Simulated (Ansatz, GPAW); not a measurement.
# A 8-layer slab of Rh(100): converging a work function, part 3 of 3

Wanted: a convergence study on the slab a 8-layer slab of Rh(100).

GPAW 26.7.0 and Ansatz 0.2.0; Ansatz plane waves; slab in vacuum with a dipole correction, relaxation (the session's first sound run).

So far, upper work function (eV): step 2 (relaxing the atoms, PBE) 5.06; step 3 (plane waves, PBE) 5.04; step 6 (cutoff 700: ecut = 700, PBE, GPAW) 5.04; step 9 (K mesh 18×18: kpts = [18, 18], PBE, GPAW) 5.05.

### 10. Scheme Fermi-Dirac, smearing 0.3

Level of this step: GPAW, PAW setups; slab in vacuum (GPAW).

Smearing changes the occupations near the Fermi level, and with them the level itself. Smearing helps the SCF of a metal converge, but it blurs occupations at band edges near the Fermi level.

run.py reads:

```python
import json
import numpy as np
from ase import Atoms
from gpaw import GPAW, PW

slab = Atoms(
    ['Rh', 'Rh', 'Rh', 'Rh', 'Rh', 'Rh', 'Rh', 'Rh'],
    positions=[
        [1.34350, 1.34350, 9.00000],
        [0.00000, 0.00000, 10.90000],
        [1.34350, 1.34350, 12.80000],
        [0.00000, 0.00000, 14.70000],
        [1.34350, 1.34350, 16.62931],
        [0.00000, 0.00000, 18.56283],
        [1.34350, 1.34350, 20.49631],
        [0.00000, 0.00000, 22.35180]],
    cell=[[2.68701, 0.0, 0.0], [0.0, 2.68701, 0.0], [0.0, 0.0, 31.3]],
    pbc=[True, True, False])

slab.calc = GPAW(mode=PW(400), xc='PBE', kpts={'size': (12, 12, 1), 'gamma': True},
                 occupations={'name': 'fermi-dirac', 'width': 0.3}, nbands='160%',
                 convergence={'density': 1e-05}, maxiter=200,
                 poissonsolver={'dipolelayer': 'xy'},
                 symmetry={'tolerance': 1e-3}, txt='slab.txt')
result = {}
energy = slab.get_potential_energy()
fermi = slab.calc.get_fermi_level()
v = slab.calc.get_electrostatic_potential().mean((0, 1)) - fermi
n = slab.calc.get_pseudo_density().mean((0, 1))
L = slab.cell[2, 2]
z = np.arange(len(v)) * L / len(v)
low, high = slab.positions[:, 2].min(), slab.positions[:, 2].max()
below, above = np.interp([low - 6.8, high + 6.8], z, v)
slopes = [np.interp(x, z, np.gradient(v, z)) for x in (low - 6.8, high + 6.8)]
eps = np.array([[slab.calc.get_eigenvalues(k, s) for k in range(len(slab.calc.get_ibz_k_points()))]
                for s in range(slab.calc.get_number_of_spins())]) - fermi
top, bottom = eps[eps < 0].max(), eps[eps > 0].min()
dipole = slab.get_dipole_moment()[2]
print(f'energy {energy:.4f} eV, Fermi level {fermi:.4f} eV, dipole {dipole:.5f} e A')
print(f'potential 6.8 A off the faces, from the Fermi level: lower {below:.4f} eV, upper {above:.4f} eV')
print(f'slope of the potential there: lower {slopes[0]:.5f}, upper {slopes[1]:.5f} eV/A')
print(f'nearest levels on the mesh: {top:.4f} and {bottom:.4f} eV')
print('magnetic moment', round(slab.get_magnetic_moment(), 3))
result.update(energy=energy, fermi=fermi, dipole=dipole, below=below, above=above, slopes=slopes, edges=[top, bottom],
              z=z.tolist(), v=v.tolist(), n=n.tolist(), positions=slab.positions.tolist(),
              forces=slab.get_forces(apply_constraint=False).tolist(), moments=slab.get_magnetic_moments().tolist())
json.dump(result, open('result.json', 'w'))
```

Started as:

```console
$ OMP_NUM_THREADS=1 OPENBLAS_NUM_THREADS=1 python run.py
```

The log of the run:

```text
energy -56.1269 eV, Fermi level 3.1979 eV, dipole -0.00014 e A
potential 6.8 A off the faces, from the Fermi level: lower 4.9963 eV, upper 5.0004 eV
slope of the potential there: lower -0.00008, upper 0.00002 eV/A
nearest levels on the mesh: -0.0001 and 0.0088 eV
magnetic moment 0.0
```

Elapsed: 14 min, on 1 thread of Intel Xeon at 2.60GHz (Ice Lake), shared host; peak memory 0.39 GiB.

Numbers from this step:

| Quantity | Value |
| --- | --- |
| dipole along the normal | -1.45e-4 e·Å |
| levels nearest the Fermi level on the mesh | -1.00e-4, 0.008816 eV from the Fermi level |
| upper work function | 5.000 eV |
| lower work function | 4.996 eV |

The electrostatic potential energy of an electron (without an applied field's), less the Fermi level, planar mean oscillates, so the rows of the table below give means over windows of 1.92 Å about each position, cut where the curve ends. Its maxima inside the range that stand out by 2 % of the span (Å: eV): 9.9: -2.92, 11.8: -3.17, 13.7: -3.13, 15.7: -2.75, 17.6: -2.72, 19.5: -2.79, 21.4: -3.46. Its minima: 9.0: -21.6, 10.9: -22.1, 12.8: -22.1, 14.7: -22.1, 16.6: -22.1, 18.5: -22.0, 20.5: -22.0, 22.4: -21.8.

Electrostatic potential energy of an electron (without an applied field's), less the Fermi level, planar mean against z; means over each step:

```
z (Å)  electrostatic potential energy of an electron (without an applied field's), less the Fermi level, planar mean (eV)
 0.96                                                                                                                5.00
 2.88                                                                                                                5.00
 4.80                                                                                                                4.99
 6.72                                                                                                                4.65
 8.64                                                                                                               -9.75
10.56                                                                                                               -11.7
12.48                                                                                                               -11.8
14.40                                                                                                               -11.8
16.32                                                                                                               -11.6
18.24                                                                                                               -11.6
20.16                                                                                                               -11.7
22.08                                                                                                               -11.6
24.00                                                                                                                3.18
25.92                                                                                                                4.99
27.84                                                                                                                5.00
29.76                                                                                                                5.00
```

The upper face's work function is 5.000 eV, against 5.041 eV in the first plane-wave PBE run at this geometry.

### 11. The ladder

Times are for 1 thread of Intel Xeon at 2.60GHz (Ice Lake), shared host. The runs compared:

```
no.                               run  upper work function (eV)  lower work function (eV)    time  memory (GiB)
  1                                pw                     5.041                     5.029  16 min          0.39
  2                        cutoff 700                     5.039                     5.028  36 min          0.73
  3                      k mesh 18×18                     5.055                     5.045  33 min          0.58
  4  scheme Fermi-Dirac, smearing 0.3                     5.000                     4.996  14 min          0.39
```

### 12. Without the dipole layer

The dipole layer is taken out and the cell repeats along the normal.

Changes to run.py since step 10:

```diff
@@ -17,8 +17,7 @@
     cell=[[2.68701, 0.0, 0.0], [0.0, 2.68701, 0.0], [0.0, 0.0, 31.3]],
-    pbc=[True, True, False])
+    pbc=[True, True, True])
 
 slab.calc = GPAW(mode=PW(400), xc='PBE', kpts={'size': (12, 12, 1), 'gamma': True},
-                 occupations={'name': 'fermi-dirac', 'width': 0.3}, nbands='160%',
+                 occupations={'name': 'fermi-dirac', 'width': 0.1}, nbands='160%',
                  convergence={'density': 1e-05}, maxiter=200,
-                 poissonsolver={'dipolelayer': 'xy'},
                  symmetry={'tolerance': 1e-3}, txt='slab.txt')
```

The log of the run:

```text
energy -56.0677 eV, Fermi level 3.1754 eV, dipole -0.00094 e A
potential 6.8 A off the faces, from the Fermi level: lower 5.0332 eV, upper 5.0366 eV
slope of the potential there: lower -0.00080, upper -0.00078 eV/A
nearest levels on the mesh: -0.0017 and 0.0000 eV
magnetic moment 0.0
```

Wall time 9 min (1 thread); peak memory 0.39 GiB.

The run finished with changed settings (dipole = false and pbc_z = true); it serves as a test.

The two runs compared:

```
                quantity  this run  sound run  difference
upper work function (eV)    5.0366     5.0408    -0.00428
lower work function (eV)    5.0332     5.0294     0.00378
```

### 13. Side by side

Results and costs are gathered.

This step: comparison of work functions, dipole and cost (GPAW 26.7.0).

Ladder, by row:

```
   step  code  work function, upper (eV)  work function, lower (eV)  dipole (e Å)  wall time (s)  peak memory (GiB)  threads
     pw  GPAW                      5.041                      5.029      -4.40e-4          975.1               0.39        1
ecut200  GPAW                      5.085                      5.058       3.06e-4            283               0.22        1
ecut300  GPAW                      5.057                      5.047      -4.02e-4          566.4                0.3        1
ecut700  GPAW                      5.039                      5.028      -4.03e-4           2141               0.73        1
     k4  GPAW                      5.021                      5.004      -6.52e-4          182.4               0.25        1
     k7  GPAW                      5.102                       5.09      -4.51e-4          393.6               0.27        1
    k18  GPAW                      5.055                      5.045      -3.62e-4           1967               0.58        1
  smear  GPAW                          5                      4.996      -1.45e-4          839.4               0.39        1
  nodip  GPAW                      5.037                      5.033      -9.37e-4          542.3               0.39        1
```

### 14. Outcome

- work function, upper and lower face: 5.041 and 5.029 eV
- dipole along the normal: -4.4e-4 e Å

In words: With plane waves and PBE the work function is 5.04 eV on the upper face and 5.03 eV on the lower. The measured value for this face is 5.3 eV (as compiled in "Anisotropic work function of elemental crystals", 2019, arxiv:1902.07811); the relaxed upper face lies 0.26 eV under it with PBE. Measured work functions scatter by a tenth of an eV or more between methods. The other smearing (Fermi-Dirac of 0.3 eV in place of Fermi-Dirac of 0.1) moves the two faces by -0.040 and -0.033 eV on the same mesh; a mesh is converged only for its smearing. Over the sound runs of the table the upper face's work function spans 5.000 (smear) to 5.055 eV (k18). The small printed dipole stands for a step of 11 meV from the lower to the upper face, and the probes find 11 meV; values this small are near the numerical noise of both. The in-plane lattice was kept as typed, which isn't the functional's own and leaves some strain; spin-orbit coupling and temperature are left out.

[Logs are printed without paths, hosts, clocks, repeated set-up lines and the standing remarks that a program may print on its own settings, such as how far it seeks lower states.]

[Hosts, paths, dates, database ids (printed as entryN), source tags and the programs' standing remarks are cut or masked in the printed files.]
